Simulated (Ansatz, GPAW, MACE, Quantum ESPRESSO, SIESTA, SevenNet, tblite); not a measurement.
# Random packing of 32SiO2-39SiC-29C (mol %) (83 atoms) in tblite

How do the settings of tblite change the result for random packing of 32SiO2-39SiC-29C (mol %) (83 atoms)? A plane-wave run serves as the yardstick.

Method: the method is named at each step, in tblite 0.8.0.

## (1) The structure

The cell holds 83 atoms: 29 Si, 26 O and 28 C. Its edges and angles: a = 9.666 Å, b = 9.666 Å, c = 9.666 Å, α = 90.0°, β = 90.0°, γ = 90.0°. 83 atoms (29 Si, 26 O, 28 C) packed at random in a cube at 2.88 g/cm³ and pushed apart as soft spheres, cations and anions kept from their own kind; a start for melting by ab initio MD, not an equilibrated structure. Then every atom was moved at random, 0.02 Å r.m.s. a Cartesian component.

The yardstick, on the same geometry:

```
method                 : Kohn-Sham DFT, PBE, SSSP efficiency 1.3.0 pseudopotentials, plane waves (Quantum ESPRESSO 7.5); sssp-pbe-1.3.0-efficiency, cutoffs 60/480 Ry, Γ point
r.m.s. force component : 1.504 eV/Å
longest force          : 6.372 eV/Å
pressure               : 6.511 GPa
time                   : 2.2 min on 4 MPI ranks of Arm Neoverse V1, shared host
CPU time               : 8.8 min
```

## (2) GFN2-xTB

Method: GFN2-xTB tight binding, diagonalisation.

run.py

```python
import numpy as np
from ase.io import read
from tblite.ase import TBLite

atoms = read("structure.xyz")
atoms.calc = TBLite(method="GFN2-xTB", electronic_temperature=580, accuracy=1.0, max_iterations=250, mixer_damping=0.1, verbosity=1)
energy = atoms.get_potential_energy()
forces = atoms.get_forces()
print(f"energy {energy:.6f} eV")
print("forces (eV/A)")
for i, (a, f) in enumerate(zip(atoms, forces)):
    print(f"{i:4d} {a.symbol:2s} {f[0]:10.5f} {f[1]:10.5f} {f[2]:10.5f}")
stress = -atoms.get_stress(voigt=False) * 160.21766
print("stress (GPa, compression positive)")
for row in stress:
    print(" ".join(f"{x:10.4f}" for x in row))
print("charges (e)")
print(np.array2string(atoms.get_charges(), precision=4, suppress_small=True, max_line_width=110, threshold=100000))
```

structure.xyz

```xyz
83
Lattice="9.66570 0.00000 0.00000 0.00000 9.66570 0.00000 0.00000 0.00000 9.66570" Properties=species:S:1:pos:R:3 pbc="T T T"
Si 6.75391 5.35286 8.53559
Si 0.67844 4.93898 2.13312
Si 4.44207 8.98137 4.23812
Si 8.65660 5.39839 6.85685
Si 9.19363 9.25964 6.12158
Si 8.31047 5.50133 0.85696
Si 4.24044 4.71734 7.54824
Si 9.35930 7.45747 1.96194
Si 7.81192 1.60199 6.64179
Si 5.98316 7.04871 6.51932
Si 6.25081 9.24524 2.57891
Si 9.40801 3.02227 5.48065
Si 7.05490 2.87468 8.63389
Si 1.24881 4.38813 6.94877
Si 1.17332 6.46645 3.97715
Si 4.26750 2.39371 4.65374
Si 0.93168 0.18297 2.87342
Si 1.86538 1.82943 5.20595
Si 0.55355 1.71982 7.41978
Si 3.15769 1.13939 2.39294
Si 9.01945 0.85967 9.53589
Si 1.13910 7.48077 6.26115
Si 3.61459 7.80486 6.40304
Si 9.15255 2.85660 3.02759
Si 0.07298 8.23846 8.90965
Si 6.06368 5.21445 3.40484
Si 2.61602 3.53629 2.87255
Si 3.21066 4.79921 5.33295
Si 8.30670 0.15678 3.84801
O 6.27613 6.56881 4.87190
O 7.77103 8.25673 4.38571
O 1.96185 3.88551 4.44777
O 6.08823 5.45165 0.90674
O 1.25006 6.63734 7.80148
O 0.70502 8.48793 0.85938
O 4.69096 7.66326 8.81415
O 3.54528 8.50504 2.18696
O 6.58969 8.30622 0.68230
O 0.82690 6.07557 0.85483
O 2.44233 8.12750 4.49793
O 3.67026 5.88409 3.89982
O 5.48248 0.75905 4.35314
O 3.25347 0.65031 4.10232
O 8.99548 6.47873 3.29359
O 7.07993 3.77175 2.43344
O 8.67777 3.96332 8.17245
O 7.86972 3.36434 4.63809
O 0.76688 0.00918 7.68839
O 1.46928 1.88568 2.78662
O 4.16843 3.00594 6.38342
O 4.08018 2.13477 1.28786
O 8.05646 7.69148 8.80951
O 6.20876 1.84325 0.60536
O 3.31302 9.36026 9.41623
O 5.57856 8.76418 6.56301
C 6.93321 1.86219 3.57979
[... 23 atom lines left out ...]
C 6.56833 6.91880 1.08633
C 1.74698 0.23749 0.79945
C 5.52849 1.74099 6.47244
C 5.26433 4.44390 0.34584
```

Command:

```bash
OMP_NUM_THREADS=1 python run.py > output.txt
```

Output:

```text
------------------------------------------------------------
  cycle        total energy    energy error   density error
------------------------------------------------------------
      1     -178.2052226226  -1.7864282E+02   5.2491786E-01
      2     -196.8546879217  -1.8649465E+01   5.2342338E-01
      3     -205.9163935061  -9.0617056E+00   4.6754848E-01
      4     -205.4388036513   4.7758985E-01   4.3397401E-01
      5     -207.3631278928  -1.9243242E+00   3.3221053E-01
      6     -206.9295558718   4.3357202E-01   2.8281136E-01
      7     -207.4791833377  -5.4962747E-01   2.2820397E-01
      8     -208.3898109758  -9.1062764E-01   1.9372830E-01
      9     -207.3908745860   9.9893639E-01   1.7761506E-01
     10     -208.9635399240  -1.5726653E+00   1.3365696E-01
     11     -209.3762939976  -4.1275407E-01   1.0620297E-01
     12     -209.3700138415   6.2801562E-03   9.8857065E-02
     13     -209.4668300335  -9.6816192E-02   8.4349344E-02
     14     -209.3524622639   1.1436777E-01   7.6309864E-02
     15     -209.5189789735  -1.6651671E-01   5.8564934E-02
     16     -209.4409564183   7.8022555E-02   5.5786426E-02
     17     -209.5448724676  -1.0391605E-01   4.6259774E-02
     18     -209.6145653346  -6.9692867E-02   3.5294307E-02
     19     -209.5873497723   2.7215562E-02   3.4364302E-02
     20     -209.6319792352  -4.4629463E-02   2.4599670E-02
     21     -209.6299430399   2.0361953E-03   2.3911435E-02
     22     -209.6325404912  -2.5974513E-03   1.9938826E-02
     23     -209.6292666572   3.2738340E-03   1.8767228E-02
     24     -209.6343448444  -5.0781872E-03   1.6700535E-02
[...]
76     -209.6381269287  -2.4332707E-08   7.3215297E-05
     77     -209.6381269021   2.6560997E-08   5.8412587E-05
     78     -209.6381269283  -2.6201832E-08   5.1450774E-05
     79     -209.6381269804  -5.2087074E-08   4.0601851E-05
     80     -209.6381270105  -3.0059510E-08   3.1077855E-05
     81     -209.6381270433  -3.2840404E-08   2.0123120E-05
     82     -209.6381270129   3.0421376E-08   2.2390298E-05
     83     -209.6381270540  -4.1102226E-08   1.2173304E-05
------------------------------------------------------------
 total:                                  10.769 sec
energy -5704.544001 eV
forces (eV/A)
   0 Si   -0.07229   -1.38572    0.71824
   1 Si    2.32874   -1.92224   -0.07723
   2 Si    1.29924    0.81650   -0.04637
   3 Si   -0.68507   -2.62063    0.69012
   4 Si    0.07520   -0.48653   -0.18515
   5 Si   -1.72051    0.43142    0.57856
   6 Si   -0.85275   -0.94266    0.36660
   7 Si    0.88299    0.14708   -0.60912
   8 Si   -1.37415   -0.00753    1.19188
   9 Si   -0.82513    2.27350    1.95130
  10 Si   -1.04669    0.85896   -3.21348
  11 Si   -1.12447   -1.23679   -1.83771
  12 Si    0.74160    0.76571   -0.36261
  13 Si   -0.80035    0.39695    0.26444
  14 Si   -0.71721    0.11377   -0.64711
  15 Si    0.19764   -0.71280    2.76913
  16 Si   -1.27816   -0.54653    1.06081
  17 Si    0.38293   -1.24474    2.82452
  18 Si    2.17194   -0.52579    3.08668
  19 Si    0.13909   -0.83610   -1.31076
  20 Si   -1.47902    0.41030    0.44749
  21 Si    0.11662    0.06953   -0.46006
  22 Si    0.73926    0.40828   -0.19336
  23 Si   -2.36012    1.74696   -1.03081
[...]
75 C     0.73347    1.98220   -1.32190
  76 C    -0.09034   -0.40107   -1.78838
  77 C    -0.96235    1.03275   -1.81471
  78 C    -0.63924    1.64770   -0.65221
  79 C    -1.17526    1.70414    0.71304
  80 C    -0.02275    2.08686    0.66836
  81 C    -1.86429   -0.28745    0.34770
  82 C     0.81524    0.82173    2.05094
stress (GPa, compression positive)
   -8.1678    -1.8035     0.4392
   -1.8035    -6.1383     0.8718
    0.4392     0.8718    -5.5655
charges (e)
[ 0.3739  0.4031  0.5613  0.3079  0.1992  0.4301  0.3886  0.3875  0.2449  0.4793  0.4255  0.2424  0.4387
  0.2738  0.3292  0.4647  0.3488  0.3149  0.3055  0.644   0.347   0.3148  0.3663  0.4347  0.5135  0.5204
  0.4187  0.4266  0.2265 -0.2435 -0.1957 -0.539  -0.2085 -0.2935 -0.2626 -0.4815 -0.4056 -0.2971 -0.3649
 -0.3659 -0.1902 -0.4434 -0.4071 -0.3471 -0.4839 -0.5405 -0.305  -0.3876 -0.3602 -0.4528 -0.2697 -0.3188
 -0.2576 -0.226  -0.3781 -0.1343  0.0501 -0.262  -0.1131 -0.0303  0.0645 -0.0432 -0.1844 -0.0283 -0.0404
 -0.059  -0.133  -0.02   -0.0813 -0.0807 -0.0456 -0.0742 -0.1161 -0.1654 -0.0994 -0.0149 -0.1193 -0.1303
 -0.0965  0.0668 -0.1434 -0.0742  0.0019]
```

Elapsed: 11 s, on 1 thread of Arm Neoverse V1, shared host; peak memory 0.12 GiB.

Banners, paths, timers and routine set-up lines are dropped from the logs unmarked, and long logs keep their key lines alone; longer cuts are marked.

Numbers from this run, and their distance from the reference:

* r.m.s. force component: 1.667 eV/Å
* r.m.s. difference of force components: 1018 meV/Å
* longest difference of force vectors: 3719 meV/Å
* force difference over r.m.s. force: 67.64 %
* slope of forces against the reference's: 0.8855
* correlation of force components: 0.7989
* pressure: -6.624 GPa
* pressure difference: -13.13 GPa

Length of the force difference by element (eV/Å):

```
element  atoms  mean  most
      C     28   1.5   2.9
      O     26   1.6   3.0
     Si     29   1.8   3.7
```

Local excerpt of 11 atoms (numbers count through the whole input) about C61, which bears the longest force; x, y, z are measured from there.

```
atom      x      y      z  distance (Å)  Mulliken charge (e)     Fx     Fy  Fz (eV/Å)
 C61   0.00   0.00   0.00          0.00                 0.06   6.23   3.43      -3.78
 O36   1.43   0.07  -0.70          1.59                -0.48  -6.15  -1.70       2.31
 O54   0.05   1.77  -0.10          1.77                -0.23  -2.64  -1.31      -2.01
 C70  -1.36   0.02   1.77          2.24                -0.08   0.87  -0.93       0.04
 C71  -0.87  -1.71  -1.43          2.39                -0.05  -2.18   0.17       0.86
 O37   0.28   0.91   2.33          2.52                -0.41   2.06  -1.05       0.45
 C68   1.62   0.02   2.24          2.76                -0.02  -3.86   0.04       1.16
 O34  -2.01  -0.96  -1.72          2.81                -0.29   2.31   0.76      -0.47
 C75   0.25  -1.38   2.48          2.85                -0.10   2.45   0.99       1.21
 O35  -2.56   0.89   1.01          2.89                -0.26   0.14  -1.35      -2.59
 C81  -1.52   2.31   0.95          2.92                -0.14  -0.02   2.09       0.67
```

Atoms are counted from 1 here, from 0 in the log.

Forces lie 68 % from the reference's, at 0.021 times its CPU time (on 1 against 4 cores); the SCF took 83 steps, which the time reflects.

## (3) GFN1-xTB

Method: GFN1-xTB tight binding, diagonalisation.

Changes to run.py since step 2:

```diff
@@ -5,3 +5,3 @@
 atoms = read("structure.xyz")
-atoms.calc = TBLite(method="GFN2-xTB", electronic_temperature=580, accuracy=1.0, max_iterations=250, mixer_damping=0.1, verbosity=1)
+atoms.calc = TBLite(method="GFN1-xTB", electronic_temperature=580, accuracy=1.0, max_iterations=250, mixer_damping=0.1, verbosity=1)
 energy = atoms.get_potential_energy()
```

structure.xyz is that of step 2.

Output:

```text
------------------------------------------------------------
  cycle        total energy    energy error   density error
------------------------------------------------------------
      1     -214.6678135821  -2.1465646E+02   7.9891490E-01
      2     -224.5422146913  -9.8744011E+00   6.0830407E-01
      3     -227.3455427934  -2.8033281E+00   4.9087324E-01
      4     -228.3052716462  -9.5972885E-01   3.6045130E-01
      5     -228.4419545269  -1.3668288E-01   3.0012207E-01
      6     -229.2495657540  -8.0761123E-01   2.4373190E-01
      7     -229.2860432427  -3.6477489E-02   1.6880640E-01
      8     -229.3831503875  -9.7107145E-02   9.0556958E-02
      9     -229.6157114981  -2.3256111E-01   3.2091619E-02
     10     -229.6336116498  -1.7900152E-02   1.9337414E-02
     11     -229.6452306565  -1.1619007E-02   1.0917212E-02
     12     -229.6480675428  -2.8368863E-03   4.4922116E-03
[...]
23     -229.6484802552  -3.6247948E-07   8.0934774E-05
     24     -229.6484803102  -5.5060752E-08   5.0706510E-05
     25     -229.6484803232  -1.2949641E-08   3.2554148E-05
     26     -229.6484803133   9.9086321E-09   3.3884532E-05
     27     -229.6484803253  -1.2005415E-08   1.1507927E-05
------------------------------------------------------------
 total:                                   3.736 sec
energy -6249.053448 eV
forces (eV/A)
   0 Si   -0.62670   -1.07288   -0.30873
   1 Si    1.64975   -2.86957    1.20266
   2 Si    0.64373   -2.02675    1.06527
   3 Si   -1.22968   -2.42151   -0.66368
   4 Si   -0.04973   -0.17965    0.15542
   5 Si   -1.13545   -0.22440   -0.83523
   6 Si   -1.02241   -0.60976    1.73462
   7 Si    1.04778    1.62458   -0.07933
   8 Si   -2.65078   -0.60617    1.44618
   9 Si   -0.51419    1.09479    3.56915
  10 Si   -0.79069    1.41521   -3.63373
  11 Si   -0.11566   -1.20776   -0.68287
[...]
78 C     0.78035    1.75906   -1.08845
  79 C    -0.90886    1.17878    1.36987
  80 C    -0.79302    1.91857    1.06324
  81 C    -0.59747    0.05896    0.59755
  82 C     0.57702    0.30340    1.48598
stress (GPa, compression positive)
   -2.8797    -1.5678     0.2872
   -1.5678     2.6849     0.5420
    0.2872     0.5420    -0.6755
charges (e)
[ 0.1515  0.1401  0.378  -0.0023 -0.008   0.1796  0.1071  0.3002 -0.2063  0.2838  0.1286  0.1589  0.2212
 -0.0139  0.1974  0.2814  0.1564  0.1594  0.1334  0.5022 -0.1141  0.1239  0.1188  0.2308  0.4589  0.1562
  0.2535  0.3318 -0.0528 -0.278  -0.2152 -0.3553 -0.2591 -0.26   -0.2239 -0.499  -0.4236 -0.3874 -0.3622
 -0.3199 -0.2232 -0.3834 -0.279  -0.2954 -0.4851 -0.4092 -0.2959 -0.2586 -0.2213 -0.3733 -0.3474 -0.3005
 -0.372  -0.3986 -0.3764  0.1348  0.2614 -0.0104  0.1385  0.2434  0.261   0.1406  0.0131  0.2053  0.2285
  0.1979  0.1491  0.1132  0.123   0.2039  0.0917  0.1727 -0.1009 -0.0722  0.0057  0.2365  0.071   0.1098
  0.2136  0.3115  0.1505  0.0953  0.1588]
```

Elapsed: 4.3 s, on 1 thread; peak memory 0.12 GiB.

Against the reference:

* r.m.s. force component: 1.782 eV/Å
* r.m.s. difference of force components: 840 meV/Å
* longest difference of force vectors: 3517 meV/Å
* force difference over r.m.s. force: 55.84 %
* slope of forces against the reference's: 1.046
* correlation of force components: 0.8827
* pressure: -0.2901 GPa
* pressure difference: -6.801 GPa

Against the first run (68 %), the force difference from the reference is 56 %, at 0.38 times the CPU time (27 SCF steps against 83).

## (4) Side by side

Differences are against the plane-wave reference, forces as r.m.s. over components; share is that over the reference's r.m.s. force, slope the least-squares factor from reference forces to these. Total energies of different programs have different zeros and aren't compared.

```
            run  Δ force, r.m.s. (meV/Å)  share (%)  slope  Δ pressure (GPa)  cores  CPU time  memory (GiB)
      reference                        -          -      -                 -      4   8.8 min           3.1
tblite GFN2-xTB                     1018       67.6  0.885             -13.1      1      11 s          0.12
tblite GFN1-xTB                      840       55.8  1.046             -6.80      1     4.3 s          0.12
```

CPU time is summed over cores on a shared host, where runs went side by side, so it is rough. Symmetry, cutoffs, thresholds, outputs and thread counts weren't matched or tuned between programs; memory under MPI is the largest rank's times the ranks.

## (5) Results

| Quantity | Value |
| --- | --- |
| nearest in forces | tblite GFN1-xTB, 56 % |
| its CPU time | 4.3 s |

**Reading.** Tight binding differs by 56 % (tblite GFN1-xTB) to 68 % (tblite GFN2-xTB); it is another model, with fitted parameters of its own, and the xTB methods hold dispersion. tblite GFN2-xTB needed 83 SCF steps, so its time overstates the method's usual cost. Of the electronic-structure runs that take under half the reference's CPU time, tblite GFN1-xTB comes nearest, at 56 % in 4.3 s against 8.8 min; its pressure misses by -6.8 GPa. Periodic xTB results under one method name differ between programs and library versions. The reference's pressure holds the uncorrected Pulay stress of its 60 Ry basis, so small pressure differences, and their order, may be the reference's own error. The reference's pressure of 6.5 GPa belongs to a cell and atoms that aren't relaxed at this level. The electronic-structure runs sample only Γ, in a cell whose shortest periodic width is 10 Å, which is coarse for a cell with partly filled levels.

[Also dropped from logs without a mark: logging warnings of Python, and SIESTA's first energy breakdown and zero terms.]

[Logs are printed without paths, hosts, clocks, repeated set-up lines and the standing remarks that a program may print on its own settings, such as how far it seeks lower states.]

[Hosts, paths, dates, database ids (printed as entryN), source tags and the programs' standing remarks are cut or masked in the printed files.]
